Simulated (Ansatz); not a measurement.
## Lattice dynamics of K(110) slab, 5 layers

Wanted: vibrations and spectra of K(110) slab, 5 layers; the cell is already relaxed. After the zone centre comes a 2×2×1 q mesh on a 8×8×1 k mesh.

Program: Ansatz 0.2.0. Level of theory: DFT PBEsol, scalar-relativistic, plane waves, PAW. Results are calculated unless marked as measured.

### Step 1. The structure

The cell holds 5 atoms: 5 K. Its edges and angles: a = 4.507 Å, b = 4.507 Å, c = 53.498 Å, α = 90.0°, β = 90.0°, γ = 66.9°. Vacuum lies along c.

### Step 2. Linear response at the zone centre

The cell comes from relaxations at this level that are not shown. The zone centre comes first: it holds the modes that light can see, as far as symmetry allows. No field response is asked, since the mesh shows no gap.

input.yaml reads:

```yaml
crystal:
  lattice:
    - [2.4828484908, 3.7611690649, 0.0]
    - [-2.4828484908, 3.7611690649, 0.0]
    - [0.0, 0.0, 53.498429536]
  atoms:
    - { symbol: K, position: [0.0, 0.0, 0.1203417947] }
    - { symbol: K, position: [0.5, 0.5, 0.18986689] }
    - { symbol: K, position: [0.0, 0.0, 0.2602809114] }
    - { symbol: K, position: [0.5, 0.5, 0.3306949329] }
    - { symbol: K, position: [0.0, 0.0, 0.4002200282] }
  periodic: [true, true, false]
kpoints:
  mp_grid: { grid: [8, 8, 1] }
hamiltonian:
  xc: pbesol
scf:
  occupations: { method: methfessel_paxton, width: 0.15 }
output:
  eigenvalues: true
phonons:
  method: dfpt
```

The run is started by

```bash
ansatz run input.yaml --threads 8 --pin off --max-ram 14336MiB --backend cpu --events-out ev --progress --plain --runs-dir out
```

Numbers of over 12 decimals in the logs are rounded to 6 here.

The program printed:

```text
Warning: crystal.symmetry: narrowed to the stabiliser of the run's FFT grids — unitary ops 8 → 4. A phonons.method: dfpt run fills in the rows of the dynamical matrix that it does not solve by its symmetry operations, which is exact only for operations that map its FFT grids onto themselves: filled in by any other, the frequencies could depend on the order in which like atoms are typed, or, by more than the grids' own error, on where the crystal sits among the grids' points. Excluded: 4 operations. The run can therefore solve more perturbations, solve them on more k-points, or both, and cost more. [rest of the remark cut]
Engine: ansatz 0.2.0, aarch64-unknown-linux-gnu
Pseudopotentials: kind: paw
Pseudopotential: K, paw, valence charge 9, recommended cutoff 420 eV (normal), K.paw.azcp
Functional definition: PBEsol
  exchange = pbesol_x
  correlation = pbesol_c
Crystal: 5 atoms, lattice volume = 999.181 Å³
Basis set: ecut = 420 eV, 19631 PW (Γ), exchange–correlation on 64×64×720 points (8 copies of the dense FFT grid, shifted against one another)
Bands: 28, of which v1, the nominal top of the filled ones, is band 23 counted from 1 (22 counted from 0)
Symmetry: 8 space group operations
k-points: 21 of 64 (irreducible under 4 space group operations)
Non-local potential: K, projectors of the file, l = 0: 3, l = 1: 2, l = 2: 2
PAW form: soft (Blöchl's): semilocal exchange-correlation on the pseudo side does not see the compensation charge
PAW frozen core: K, regenerated for the run's functional, and the local potential with it (the file was generated under x = pbe(κ = 0.804, μ = 0.219515), c = pbe(β = 0.066725))
PAW one-centre angular grid: K, 110 points (default); XC on 64 Gauss nodes
Initial density: superposition of atomic densities (neutral atoms: chi_scale 0, normalization atom), corrected by the library's trained network
Initial wavefunctions: pseudopotential atomic-orbital guess
Functional: x = pbesol(κ = 0.804, μ = 0.123457), c = pbesol(β = 0.046)
SCF iter   1: F=—  HF=-7579.869064 eV  |F-HF|=—  |Δ(HF+E_count)|=         —  Δρ=9.14e-4  dr2=3.19e-1  ethr=1.77e-3  ⟨swp⟩=16.5  Hψ=4317  notcnv=0
preconditioner: auto → LDOS  [metal: Δε(μ)=0.039 eV  Ē_g=1.888 eV  σ=0.150 eV  W_gap=0.21  n_scr=70 (ndim 8)  ℏωp=2.6 eV  f_vac=0.615  D(μ)=4.03/eV (n_scr^D=14)  β→1.0]
SCF iter   2: F=—  HF=-7579.853930 eV  |F-HF|=—  |Δ(HF+E_count)|=   1.51e-2  S|Δr|=    0.00e0  Δρ=2.85e-4  dr2=2.91e-3  ethr=7.09e-4  ⟨swp⟩=1.3  Hψ=762  notcnv=0  defer=1
SCF iter   3: F=—  HF=-7579.853824 eV  |F-HF|=—  |Δ(HF+E_count)|=   1.06e-4  S|Δr|=    0.00e0  Δρ=1.15e-4  dr2=2.30e-4  ethr=6.47e-6  ⟨swp⟩=3.0  Hψ=1005  notcnv=0
SCF iter   4: F=—  HF=-7579.853852 eV  |F-HF|=—  |Δ(HF+E_count)|=   2.86e-5  S|Δr|=    0.00e0  Δρ=8.01e-5  dr2=9.02e-5  ethr=5.11e-7  ⟨swp⟩=2.0  Hψ=952  notcnv=0
SCF iter   5: F=—  HF=-7579.853834 eV  |F-HF|=—  |Δ(HF+E_count)|=   1.77e-5  S|Δr|=    0.00e0  Δρ=1.91e-5  dr2=5.33e-6  ethr=2.01e-7  ⟨swp⟩=2.0  Hψ=909  notcnv=0
SCF iter   6: F=—  HF=-7579.853835 eV  |F-HF|=—  |Δ(HF+E_count)|=   1.01e-6  S|Δr|=    0.00e0  Δρ=3.85e-6  dr2=3.51e-7  ethr=1.18e-8  ⟨swp⟩=2.5  Hψ=1005  notcnv=0
SCF iter   7: F=—  HF=-7579.853937 eV  |F-HF|=—  |Δ(HF+E_count)|=   1.02e-4  S|Δr|=    0.00e0  Δρ=2.20e-6  dr2=7.29e-8  ethr=7.80e-10  ⟨swp⟩=2.5  Hψ=1035  notcnv=0
SCF iter   8: F=—  HF=-7579.853937 eV  |F-HF|=—  |Δ(HF+E_count)|=   6.46e-9  S|Δr|=    0.00e0  Δρ=8.29e-7  dr2=8.96e-9  ethr=1.62e-10  ⟨swp⟩=2.3  Hψ=921  notcnv=0
SCF iter   9: F=—  HF=-7579.853937 eV  |F-HF|=—  |Δ(HF+E_count)|=   1.83e-9  S|Δr|=    0.00e0  Δρ=1.79e-7  dr2=6.14e-10  ethr=1.99e-11  ⟨swp⟩=2.1  Hψ=1059  notcnv=0
SCF iter  10: F=—  HF=-7579.853937 eV  |F-HF|=—  |Δ(HF+E_count)|=  4.14e-10  S|Δr|=    0.00e0  Δρ=5.02e-8  dr2=4.04e-11  ethr=1.36e-12  ⟨swp⟩=2.2  Hψ=967  notcnv=0
SCF iter  11: F=-7579.853937 eV  HF=-7579.853937 eV  |F-HF|=1.55e-11  |Δ(HF+E_count)|=  3.00e-11  S|Δr|=    0.00e0  Δρ=1.26e-8  dr2=2.24e-12  ethr=1.00e-12  ⟨swp⟩=15.0  Hψ=3490  notcnv=0
SCF 1 converged in 11 iterations: F = -7579.853937 eV  dr2 = 2.24e-12
  greatest PAW one-centre occupation: 0.987 electrons in one spin orbital (limit 2), on the K atom at site 4 (counted from 0), in its partial waves of l = 0
DFPT response loops at Γ: preconditioner auto → none (partly filled bands, converged f_vac=0.617); β = 0.50; Broyden in place of MSR1
SCF converged after 11 iterations
Stability not checked: this state was not tested for a lower state beside it, because cold or Methfessel-Paxton smearing, or corrected tetrahedra, fill the levels in a way that the test cannot read (fill_not_monotonic; see scf.lower_state_search)
Free energy (F): -7579.853937 eV
Harris-Foulkes:  -7579.853937 eV  (|F-HF|=1.55e-11)
Internal energy: -7579.855144 eV  (E = F + TS)
E sigma→0 (E₀):  -7579.854239 eV
Entropy (-TS):   0.001207 eV (0.241 meV/atom)
Fermi energy:    -2.419195 eV
--- Per-component energies (eV) ---
  E_band       = -901.504509
  E_kinetic    = 1259.500697
  E_local      = -74671.823820  (includes V_loc(G=0)·N_el)
  E_nonlocal   = 69.241385
  E_hartree    = 36698.363415
  E_xc         = -659.617057
  E_vxc        = -808.028794  (∫ρ·V_xc dr)
  E_paw        = -3809.090127  (= ΣΔE_a)
  E_vpaw       = -147.120647  (= ΣTr[D̂ρ^β])
  E_aug_tail   = -0.000016  (compensation charges beyond the density's cutoff)
  E_ewald      = 33533.030954
  E_core_change = 0.539426  (= ΣΔE_core)
  E_smearing   = 0.001207  (= −TS)
  E_closure    = 0.000000  (closes the sum)
  Σ components = -7579.853937   (vs F -7579.853937, Δ=0.00e0)
--- Band table (eV; the first three rows and the last of 21) ---
  k-point 0: bands = [... 19 lower, -17.8970, -4.5742, -4.3295, -3.8981, -3.3202, -2.6585, -1.8452 (-1.8453°), -1.3256, ... 1 higher]
  k-point 1: bands = [... 19 lower, -17.9008, -4.4166, -4.1742, -3.7463, -3.1721, -2.5129, -1.7541 (-1.7541°), -1.2045, ... 1 higher]
  k-point 2: bands = [... 19 lower, -17.9039, -3.9571, -3.7226, -3.3064, -2.7450, -2.0976, -1.4824, -0.8799, ... 1 higher]
  k-point 20: bands = [... 19 lower, -17.9063, -2.0009, -1.8030, -1.7492, -1.6856, -1.4523, -1.3466, -1.1305, ... 1 higher]
  ° read free of the cell's end (the report's vacuum.weakly_bound_levels)
--- Phonons (Γ-DFPT): 15 representative perturbations + reference, on 21 of 64 k-points (Σ response iterations 82) ---
  ASR residual: 4.733e-5 → 0.000e0 eV/Å²; symmetrization residual: 1.282e-5 eV/Å²
  The last average, over the group as it would stand without the narrowing to the FFT grids, took up to 2.505e-6 eV/Å² of the zone centre's force constants
  ASR residual per site (eV/Å²): 2.92e-5 3.49e-5 4.73e-5 3.09e-5 2.44e-5
  Γ frequencies (cm⁻¹): -7.14 -5.93 -4.02 -1.80 0.00 0.00 0.00 14.96 24.46 29.18 40.31 46.22 47.31 65.27 75.84
  non-analytic LO–TO correction: not included (Born effective charges unavailable; polar crystals: no LO–TO splitting at Γ)
```

Run time: 3.2 min. Hardware: 8 threads of Arm Neoverse V2, shared host; peak memory 3.4 GiB; 24 min of CPU time.

This step gave:

| Property | Result |
| --- | --- |
| gap on the k-mesh | 0 eV |
| sum-rule residual before enforcement | 4.73e-5 eV/Å² |
| point group | mmm |
| area per atom | 3.735 Å² |
| highest optical mode at the zone centre (no LO-TO term) | 75.84 cm⁻¹ |
| lowest optical zone-centre mode | -7.14 cm⁻¹ |

Patterns of degenerate modes are one choice out of their space. Modes at Γ (negative means imaginary):

```csv
mode,frequency (cm⁻¹),symmetry
1,-7.1,B2u
2,-5.9,B3g
3,-4.0,B2u
4,-1.8,B3g
5,0.0,acoustic
6,0.0,acoustic
7,0.0,acoustic
8,15.0,B2g
9,24.5,Ag
10,29.2,B3u
11,40.3,B2g
12,46.2,B3u
13,47.3,B1u
14,65.3,Ag
15,75.8,B1u
```

Displacements in mode 8 (15.0 cm⁻¹), the largest set to 1:
```
K1   1.00  0.00  0.00
K2   0.65  0.00  0.00
K3   0.00  0.00  0.00
K4  -0.65  0.00  0.00
K5  -1.00  0.00  0.00
```

Displacements in mode 12 (46.2 cm⁻¹), the largest set to 1:
```
K1   0.37  0.00  0.00
K2  -0.87  0.00  0.00
K3   1.00  0.00  0.00
K4  -0.87  0.00  0.00
K5   0.37  0.00  0.00
```

Before it was imposed, the acoustic sum rule was missed by 4.7e-5 eV/Å². Small misses are needed for a sound result but don't prove that mesh and cutoff are converged. The lowest optical mode is slightly imaginary, 7.1i cm⁻¹, too near zero to call.

### Step 3. The dispersion

Stability and thermal properties need the whole zone. Linear response on a 2×2×1 q mesh gives force constants as far as a supercell of that size would.

Edit input.yaml of step 2 so:

```diff
@@ -22 +22,6 @@
   method: dfpt
+  qmesh: [2, 2, 1]
+  temperatures: { t_max: 1000, t_step: 50 }
+  qpath:
+    path: [[0.0, 0.0, 0.0], [0.5, 0.5, 0.0], [0.64105815, 0.35894185, 0.0]]
+    npoints: 10
```

The program printed:

```text
[...]
Crystal: 5 atoms, lattice volume = 999.181 Å³
Basis set: ecut = 420 eV, 19631 PW (Γ), exchange–correlation on 64×64×720 points (8 copies of the dense FFT grid, shifted against one another)
Bands: 28, of which v1, the nominal top of the filled ones, is band 23 counted from 1 (22 counted from 0)
[... 1 set-up line as in the run before ...]
k-points: 21 of 64 (irreducible under 4 space group operations)
[...]
SCF iter   1: F=—  HF=-7579.869064 eV  |F-HF|=—  |Δ(HF+E_count)|=         —  Δρ=9.14e-4  dr2=3.19e-1  ethr=1.77e-3  ⟨swp⟩=16.5  Hψ=4317  notcnv=0
[...]
SCF iter  11: F=-7579.853937 eV  HF=-7579.853937 eV  |F-HF|=1.55e-11  |Δ(HF+E_count)|=  3.00e-11  S|Δr|=    0.00e0  Δρ=1.26e-8  dr2=2.24e-12  ethr=1.00e-12  ⟨swp⟩=15.0  Hψ=3490  notcnv=0
SCF 1 converged in 11 iterations: F = -7579.853937 eV  dr2 = 2.24e-12
[...]
phonons: the bands overlap, so this run is a metal and interpolates without the dipole-dipole term. If the crystal is really an insulator or semiconductor, its LO-TO splitting is missing
NSCF: frozen V_eff on 21 k-points
WARN: eigensolver did not converge in 5 slots of this pass, the one above among them; of largest residual over every band (k=10): 1 band(s) unlocked (lowest unlocked band 27, counted from 0; max residual 1.95e-4 eV among the unlocked bands, 1.95e-4 eV over every band); of lowest unlocked band (k=8): band 27
[...]
DFPT response loops at q = (0, 0, 0) (fractional): preconditioner auto → none (partly filled bands, converged f_vac=0.617); β = 0.50; Broyden in place of MSR1
[...]
SCF converged after 11 iterations
[...]
Free energy (F): -7579.853937 eV
[...]
Internal energy: -7579.855144 eV  (E = F + TS)
E sigma→0 (E₀):  -7579.854239 eV
Entropy (-TS):   0.001207 eV (0.241 meV/atom)
Fermi energy:    -2.419195 eV
[...]
--- Band table (eV; the first three rows and the last of 21) ---
  k-point 0: bands = [... 19 lower, -17.8970, -4.5742, -4.3295, -3.8981, -3.3202, -2.6585, -1.8452 (-1.8453°), -1.3256, ... 1 higher]
  k-point 1: bands = [... 19 lower, -17.9008, -4.4166, -4.1742, -3.7463, -3.1721, -2.5129, -1.7541 (-1.7541°), -1.2045, ... 1 higher]
  k-point 2: bands = [... 19 lower, -17.9039, -3.9571, -3.7226, -3.3064, -2.7450, -2.0976, -1.4824, -0.8799, ... 1 higher]
  k-point 20: bands = [... 19 lower, -17.9063, -2.0009, -1.8030, -1.7492, -1.6856, -1.4523, -1.3466, -1.1305, ... 1 higher]
  ° read free of the cell's end (the report's vacuum.weakly_bound_levels)
--- Phonons (Γ-DFPT): 15 representative perturbations + reference (Σ response iterations 82) ---
  ASR residual: 4.510e-5 → 0.000e0 eV/Å²; symmetrization residual: 1.281e-5 eV/Å²
[...]
ASR residual per site (eV/Å²): 2.91e-5 3.29e-5 4.51e-5 2.88e-5 2.42e-5
[...]
--- Phonons (arbitrary-q DFPT): 3 irreducible q on the 2×2×1 mesh ---
  q = [0.0000, 0.0000, 0.0000] (star 1, of the zone-centre solve; hermiticity 5.54e-5, symmetrization 5.84e-13, taken by the last average 5.42e-6): -7.14 -5.93 -4.02 -1.80 -0.00 0.00 0.00 14.96 24.46 29.18 40.31 46.22 47.31 65.27 75.84
  q = [0.0000, -0.5000, 0.0000] (star 2, 15 solved perturbations on 34 of 64 k-point pairs; hermiticity 4.13e-5, symmetrization 1.09e-6, taken by the last average 5.57e-6): 22.46 24.93 28.26 29.77 34.30 44.20 44.84 53.42 53.71 55.14 74.83 75.36 77.78 79.48 80.90
[...]
sum rule: each row above includes the acoustic sum rule's correction from the zone centre's row sums; it moved no ω² by more than (0.56 cm⁻¹)²
  mesh force constants: q→R imaginary residual 1.09e-17; ASR residual 4.510e-5 → 0.000e0 eV/Å²; symmetrization residual 4.441e-16 eV/Å²
  interpolated dispersion: 21 rows × 15 modes
  density of states and harmonic sums: on the 16×16×1 q-mesh, interpolated from the force constants of a 2×2×1 supercell (no non-analytic term)
  largest difference from the sums on the solved wave vectors: F 5.22e-1 eV, S 6.81e-4 and C_V 1.60e-4 eV/K
  zero-point energy: 0.046265 eV/cell   skipped modes (ω ≤ 0): 19, of them read as no rigid motion or as one in doubt: 16 (1.367e-1 modes/cell left out, lowest -9.30 cm⁻¹)   left out of the sums: 9.90e-3 of the cell's modes: C_V's classical limit lies that fraction below 3 k_B per atom; for a crystal, a wire or a layer, F and S can be off by more, and a phonons.interpolated_qmesh denser along its periods is the remedy for the sampling
```

The job ended after 11 min (8 threads; peak memory 4.5 GiB; 83 min of CPU time).

This step gave:

```yaml
sum_rule_residual_before_enforcement: 4.51e-5 eV/Å²
lowest_frequency_on_the_path: -9.298 cm⁻¹
highest_frequency_on_the_path_or_at_a_solved_wavevector: 80.9 cm⁻¹
lowest_mode_on_the_q_mesh_acoustic_modes_at_gamma_apart: -9.3 cm⁻¹
```

Frequencies (cm⁻¹) solved at each irreducible wavevector; negative means imaginary. Frequencies by wavevector, by row:

```csv
q in reciprocal lattice units,star,mode 1,mode 2,mode 3,mode 4,mode 13,mode 14,mode 15
0 0 0,1,-7.1,-5.9,-4,-1.8,47.3,65.3,75.8
0 -0.5 0,2,22.5,24.9,28.3,29.8,77.8,79.5,80.9
-0.5 -0.5 0,1,-9.3,20.1,44.3,48.8,79.3,80.6,80.8
```

Interpolated from a 2×2×1 q mesh. The phonon branches at the labelled points (cm⁻¹):

```csv
point,branch 1,branch 2,branch 3,branch 4,branch 12,branch 13,branch 14,branch 15
Γ,-7,-6,-4,-2,46,47,65,76
halfway,-7,22,35,38,57,59,64,75
Y,-9,20,44,49,78,79,81,81
halfway,12,22,41,52,76,77,78,79
C0,27,28,37,49,72,73,73,74
```

Tetrahedra on a 16×16×1 mesh, mean over bins of 1 cm-1. Interpolated from a 2×2×1 q mesh. The phonon density of states by wavenumber; read off at these points:

```csv
wavenumber (cm⁻¹),phonon density of states (1/cm⁻¹/cell)
-9.5,0.00116
-6.5,0.0176
-3.5,0.0124
-0.5,0.0143
3.5,0.0183
6.5,0.0230
9.5,0.0308
12.5,0.0464
15.5,0.0645
18.5,0.0921
21.5,0.241
25.5,0.186
28.5,0.222
31.5,0.213
34.5,0.197
37.5,0.194
40.5,0.209
43.5,0.250
44.5,0.260
46.5,0.204
50.5,0.229
53.5,0.272
56.5,0.254
59.5,0.185
62.5,0.210
65.5,0.342
68.5,0.205
72.5,0.359
74.5,0.598
75.5,0.428
78.5,0.170
81.5,0
```

Symmetry leaves 3 wavevectors to solve. The lowest mode among them, the acoustic zeros apart, lies at q = (-0.5, -0.5, 0) and is slightly imaginary, 9.3i cm⁻¹, too near zero to call.

### Step 4. Summary of results

- space group (within 0.01 Å): Cmmm
- area per atom: 3.73 Å²
- electronic character: no gap on this mesh
- highest optical mode at the zone centre (no LO-TO term): 75.8 cm⁻¹
- lowest optical zone-centre mode: -7.1 cm⁻¹
- lowest mode on the q mesh (acoustic modes at Γ apart): -9.3 cm⁻¹
- highest frequency on the path or at a solved wavevector: 80.9 cm⁻¹
- imaginary modes on the 2×2×1 q mesh: one or more, weakly

**Reading.** No mode is clearly imaginary at the 3 irreducible wavevectors solved, but the lowest, 9.3i cm⁻¹, is too near zero to call. The optical modes at Γ span -7 to 76 cm⁻¹ (negative means imaginary). With no gap, or one that is small against the smearing, the frequencies hang on the k mesh and the smearing, most of all near Kohn anomalies. In a sheet or slab the interpolated bending branch near Γ is rough, since the rotational sum rule isn't imposed. An optical mode within 15 cm⁻¹ of zero is at the mercy of small errors in the force constants, and even its sign is uncertain. A phonon run warned that its eigensolver left some bands unconverged in a pass. The starting cell was built on a prototype and not taken from a measurement. These are harmonic frequencies at zero temperature: anharmonic shifts, linewidths and thermal expansion are left out.

[Logs are printed without paths, hosts, clocks, repeated set-up lines and the standing remarks that a program may print on its own settings, such as how far it seeks lower states.]

[Hosts, paths, dates, database ids (printed as entryN), source tags and the programs' standing remarks are cut or masked in the printed files.]
